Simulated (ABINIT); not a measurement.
# A GW chain in ABINIT: InP (F-43m)

Wanted: ground state, empty states, screening and self-energy for InP (F-43m).

Method: PBE and many-body steps on it, plane waves, in ABINIT 10.8.3.

Report form: the programs' logs are mostly left out.

The database entry behind the starting cell differs from later determinations by our own check (0.1 to 0.3 % short, probably kX units), so it need not match the best structure at ambient conditions.

## Step 1: The structure

It takes space group F-43m (No. 216, cubic). The conventional cell has a = 5.861 Å, b = 5.861 Å, c = 5.861 Å, α = 90.00°, β = 90.00°, γ = 90.00°. Nearest to In lie 4 P at 2.54 Å. Nearest to P lie 4 In at 2.54 Å. Farther neighbours are not listed.

The cell and positions come from the Crystallography Open Database and are kept as given unless a step says otherwise.

## Step 2: Ground state

This step: ABINIT 10.8.3; DFT, PBE with spin-orbit coupling, plane waves, norm-conserving pseudopotentials.

The ground-state density comes first.

run.abi reads:

```
acell 3*1.0 Angstrom
rprim 
  0.000000000000 2.930500000000 2.930500000000
  2.930500000000 -0.000000000000 2.930500000000
  2.930500000000 2.930500000000 0.000000000000
ntypat 2
znucl 49 15
natom 2
typat 1 2
xred 
  0.000000000000 0.000000000000 0.000000000000
  0.250000000000 0.250000000000 0.250000000000
pp_dirpath "pseudos"
pseudos "In.upf, P.upf"
ecut 33
nspinor 2
ngkpt 6 6 6
nshiftk 1
shiftk 0 0 0
kptopt 1
chksymbreak 0
nband 36
occopt 1
tolvrs 1e-10
nstep 60
prtwf 0
optforces 0
optstress 0
indata_prefix "in"
outdata_prefix "out"
tmpdata_prefix "tmp"
```

Launch:

```console
> OMP_NUM_THREADS=1 mpirun -n 4 abinit run.abi > log
```

The job ended after 48 s (4 MPI ranks of Intel Xeon 6975P-C (Granite Rapids), shared host; peak memory 0.41 GiB).

This step gave:

```
total energy               : -5615.3524 eV
gap                        : 0.6816 eV
k of the valence top       : 0, 0, 0
k of the conduction bottom : 0, 0, 0
least direct gap           : 0.6816 eV
```

The gap is direct, at Γ.

## Step 3: Bands along the symmetry lines

Levels along a band path, at the cheap level, show where the edges lie and whether the meshes to come will hold them.

run.abi reads:

```
acell 3*1.0 Angstrom
rprim 
  0.000000000000 2.930500000000 2.930500000000
  2.930500000000 -0.000000000000 2.930500000000
  2.930500000000 2.930500000000 0.000000000000
ntypat 2
znucl 49 15
natom 2
typat 1 2
xred 
  0.000000000000 0.000000000000 0.000000000000
  0.250000000000 0.250000000000 0.250000000000
pp_dirpath "pseudos"
pseudos "In.upf, P.upf"
ecut 33
nspinor 2
iscf -2
irdden 1
kptopt 0
nkpt 26
kpt 
  0.00000000 0.00000000 0.00000000
  -0.12500000 -0.12500000 0.00000000
  -0.25000000 -0.25000000 0.00000000
  -0.37500000 -0.37500000 0.00000000
  -0.50000000 -0.50000000 0.00000000
  -0.46875000 -0.46875000 0.06250000
  -0.43750000 -0.43750000 0.12500000
  -0.40625000 -0.40625000 0.18750000
  -0.37500000 -0.37500000 0.25000000
  -0.37500000 0.00000000 0.37500000
  -0.28125000 0.00000000 0.28125000
  -0.18750000 0.00000000 0.18750000
  -0.09375000 0.00000000 0.09375000
  0.00000000 0.00000000 0.00000000
  0.00000000 0.00000000 0.12500000
  0.00000000 0.00000000 0.25000000
  0.00000000 0.00000000 0.37500000
  -0.00000000 -0.00000000 0.50000000
  -0.12500000 -0.06250000 0.43750000
  -0.25000000 -0.12500000 0.37500000
  -0.37500000 -0.18750000 0.31250000
  -0.50000000 -0.25000000 0.25000000
  -0.50000000 -0.31250000 0.18750000
  -0.50000000 -0.37500000 0.12500000
  -0.50000000 -0.43750000 0.06250000
  -0.50000000 -0.50000000 0.00000000
istwfk *1
nband 42
nbdbuf 6
tolwfr 1e-08
nstep 40
prtwf 0
prtvol 0
indata_prefix "in"
outdata_prefix "out"
tmpdata_prefix "tmp"
```

Elapsed: 38 s, on 4 MPI ranks; peak memory 0.41 GiB.

This step gave:

- gap: 0.6816 eV
- k of the valence top: 0, 0, 0
- k of the conduction bottom: 0, 0, 0
- least direct gap: 0.6816 eV

The gap is 0.682 eV, as in the run before at this level.

The electronic bands at the labelled points (eV, zero at the top of the highest filled band):

```tsv
point	band 23	band 24	band 25	band 26	band 27	band 28	band 29	band 30
Γ	0.00	0.00	0.00	0.00	0.68	0.68	3.75	3.75
halfway	-1.49	-1.49	-1.40	-1.40	2.45	2.45	3.10	3.10
X	-2.41	-2.41	-2.31	-2.31	1.73	1.73	2.24	2.24
halfway	-2.83	-2.75	-2.26	-2.25	2.00	2.01	2.83	2.86
U	-3.39	-3.29	-1.98	-1.97	2.32	2.33	4.35	4.37
jump to K	-3.39	-3.29	-1.98	-1.97	2.32	2.33	4.35	4.37
halfway	-2.09	-2.00	-0.61	-0.59	2.80	2.80	4.55	4.73
Γ	0.00	0.00	0.00	0.00	0.68	0.68	3.75	3.75
halfway	-0.64	-0.64	-0.55	-0.54	1.76	1.76	4.61	4.61
L	-1.06	-1.06	-0.95	-0.95	1.47	1.47	4.69	4.69
halfway	-2.77	-2.68	-1.71	-1.62	3.12	3.16	4.11	4.19
W	-3.07	-2.99	-2.93	-2.88	4.26	4.26	4.34	4.37
halfway	-2.78	-2.69	-2.64	-2.62	2.62	2.68	3.07	3.08
X	-2.41	-2.41	-2.31	-2.31	1.73	1.73	2.24	2.24
```

## Step 4: Empty states on the mesh, 4×4×4 mesh, 242 bands

The sums over transitions need many empty states on a uniform mesh; this step solves for them.

run.abi reads:

```
acell 3*1.0 Angstrom
rprim 
  0.000000000000 2.930500000000 2.930500000000
  2.930500000000 -0.000000000000 2.930500000000
  2.930500000000 2.930500000000 0.000000000000
ntypat 2
znucl 49 15
natom 2
typat 1 2
xred 
  0.000000000000 0.000000000000 0.000000000000
  0.250000000000 0.250000000000 0.250000000000
pp_dirpath "pseudos"
pseudos "In.upf, P.upf"
ecut 33
nspinor 2
ngkpt 4 4 4
nshiftk 1
shiftk 0 0 0
kptopt 1
chksymbreak 0
iscf -2
irdden 1
istwfk *1
nband 242
nbdbuf 22
tolwfr 1e-09
nstep 60
prtvol 0
indata_prefix "in"
outdata_prefix "out"
tmpdata_prefix "tmp"
```

Elapsed: 2.4 min, on 4 MPI ranks; peak memory 0.57 GiB.

Numbers from this step:

| Property | Result |
| --- | --- |
| gap | 0.6816 eV |
| k of the valence top | 0, 0, 0 |
| k of the conduction bottom | 0, 0, 0 |
| least direct gap | 0.6816 eV |
| k points computed | 8 |
| lowest point of the top converged band, above the valence top | 80.3207 eV |

On this mesh the gap is 0.682 eV.

## Step 5: Screening, 4×4×4 mesh, 220 bands, screening to 149.7 eV

The RPA dielectric matrix is built and inverted for each q.

This step: RPA screening on PBE with spin-orbit coupling, plane waves, norm-conserving pseudopotentials.

Changes to run.abi since step 4:

```diff
@@ -21,10 +21,11 @@
 chksymbreak 0
-iscf -2
-irdden 1
 istwfk *1
-nband 242
-nbdbuf 22
-tolwfr 1e-09
-nstep 60
-prtvol 0
+occopt 1
+irdwfk 1
+optdriver 3
+nband 220
+ecuteps 5.5
+inclvkb 0
+awtr 1
+symchi 1
 indata_prefix "in"
```

Run time: 3.8 min. Hardware: 4 MPI ranks; peak memory 2.5 GiB; 15 min of CPU time.

Numbers from this step:

- ε∞ with local fields, on this mesh, along the program's q direction: 47.58
- the same without local fields: 50.24
- plasma frequency: 26.69 eV
- plane waves in the screening matrix: 181

Local fields lower ε∞ by 5 %. On a Γ-centred mesh this coarse the value itself is usually too large, while a short band sum pulls it down.

## Step 6: Self-energy, 4×4×4 mesh, 220 bands, screening to 149.7 eV

The self-energy is evaluated for the states that the input lists, and the levels follow from it, in one-shot runs by the linearised quasiparticle equation.

This step: G0W0 on PBE with spin-orbit coupling, plane waves, norm-conserving pseudopotentials.

Changes to run.abi since step 5:

```diff
@@ -24,8 +24,15 @@
 irdwfk 1
-optdriver 3
+optdriver 4
 nband 220
+gwcalctyp 0
+ecutsigx 33
+symsigma 0
+nkptgw 1
+kptgw 
+  0.0000000000 0.0000000000 0.0000000000
+bdgw 
+  23 30
 ecuteps 5.5
-inclvkb 0
-awtr 1
-symchi 1
+irdscr 1
+ppmodel 1
 indata_prefix "in"
```

Wall time 97 s (4 MPI ranks); peak memory 2 GiB.

This step gave:

* G0W0 gap on the points computed: 1.342 eV
* starting gap on the mesh: 0.6816 eV
* k of the valence top: 0, 0, 0
* k of the conduction bottom: 0, 0, 0
* Z at the valence top: 0.779
* Z at the conduction bottom: 0.794
* least direct G0W0 gap on the computed points: 1.342 eV

The gap on the mesh goes from 0.68 eV to 1.34 eV, a correction of +0.66 eV.

Limits: finite bands, cutoff and mesh; screening head approximate; coarse k mesh. v1 is the top filled band, c1 the lowest empty one. The levels before and after the correction (eV, zero at the valence-band top of each column):

```tsv
	conduction bottom	valence top
Kohn-Sham	0.68	0.00
G0W0	1.34	0.00
```

```tsv
	level	energy (eV)
Kohn-Sham	Γ v4-v1	0.000
Kohn-Sham	Γ c1-c2	0.682
Kohn-Sham	Γ c3-c4	3.746
G0W0	Γ v4-v1	0.000
G0W0	Γ c1-c2	1.342
G0W0	Γ c3-c4	4.508
```

## Step 7: Where the time went

Times are wall times on 4 MPI ranks of Intel Xeon 6975P-C (Granite Rapids), shared host. The host was busy with other work, so they are no guide to cost.

```tsv
step	time	share	memory (GiB)
ground state	48 s	9 %	0.41
bands along the symmetry lines	38 s	7 %	0.41
empty states on the mesh	2.4 min	26 %	0.57
screening	3.8 min	41 %	2.5
self-energy	97 s	18 %	2.0
```

## Step 8: Outcome

```yaml
pbe_gap: 0.68 eV, direct
g0w0_gap_on_the_mesh: 1.34 eV
gw_settings: 4×4×4 mesh, 220 bands, screening to 149.7 eV, Godby-Needs plasmon pole
known_limits: not at the basis limit; mesh may overstate the screening; screening head approximate; coarse k mesh
```

G0W0 moves the gap on the mesh from 0.68 eV to 1.34 eV (+0.66 eV), with Z of 0.78 and 0.79 at the edges. Local fields lower the RPA ε∞ on this mesh from 50.24 to 47.58; a Γ-centred mesh this coarse tends to raise both, most where the direct gap is narrow, while a short band sum lowers them. Only 1 of the mesh's irreducible points was corrected, so a valley elsewhere could overtake. The dearest step here is «screening». Bands and cutoff are finite, so the gap is not at the basis limit. The miss can reach some tenths of an eV and take either sign; the mesh is an error of its own. In the G0W0 run levels were corrected at 1 k point alone, so a gap called «on the mesh» is the least over those, and an edge elsewhere would be missed. The 4×4×4 mesh is coarse for this cell, which bears on the long-range parts of exchange and screening. The RPA ε∞ on this mesh reaches over 25; with a narrow direct gap a coarse mesh can overstate it, and the correction is then too small. The long-wavelength limit of the screening leaves out the non-local commutator, which shifts ε∞.

[Paths, hosts, dates, memory and timing lines, banners, echoed tables and standing remarks are left out of the program output.]

[Logs are printed without paths, hosts, clocks, repeated set-up lines and the standing remarks that a program may print on its own settings, such as how far it seeks lower states.]

[Runs of the session that timed out or met a known fault of the program may be left out.]

[Hosts, paths, dates, database ids (printed as entryN), source tags and the programs' standing remarks are cut or masked in the printed files.]

[G0W0 gaps are taken among the corrected bands and points alone; a level outside them can change the order at an edge.]

[Where Ansatz stands beside ABINIT at settings called matched, ABINIT's density can come from a denser mesh and the files from another edition; pairs whose starting gaps differed by over 0.03 eV were left out, so agreement reads better than it is.]
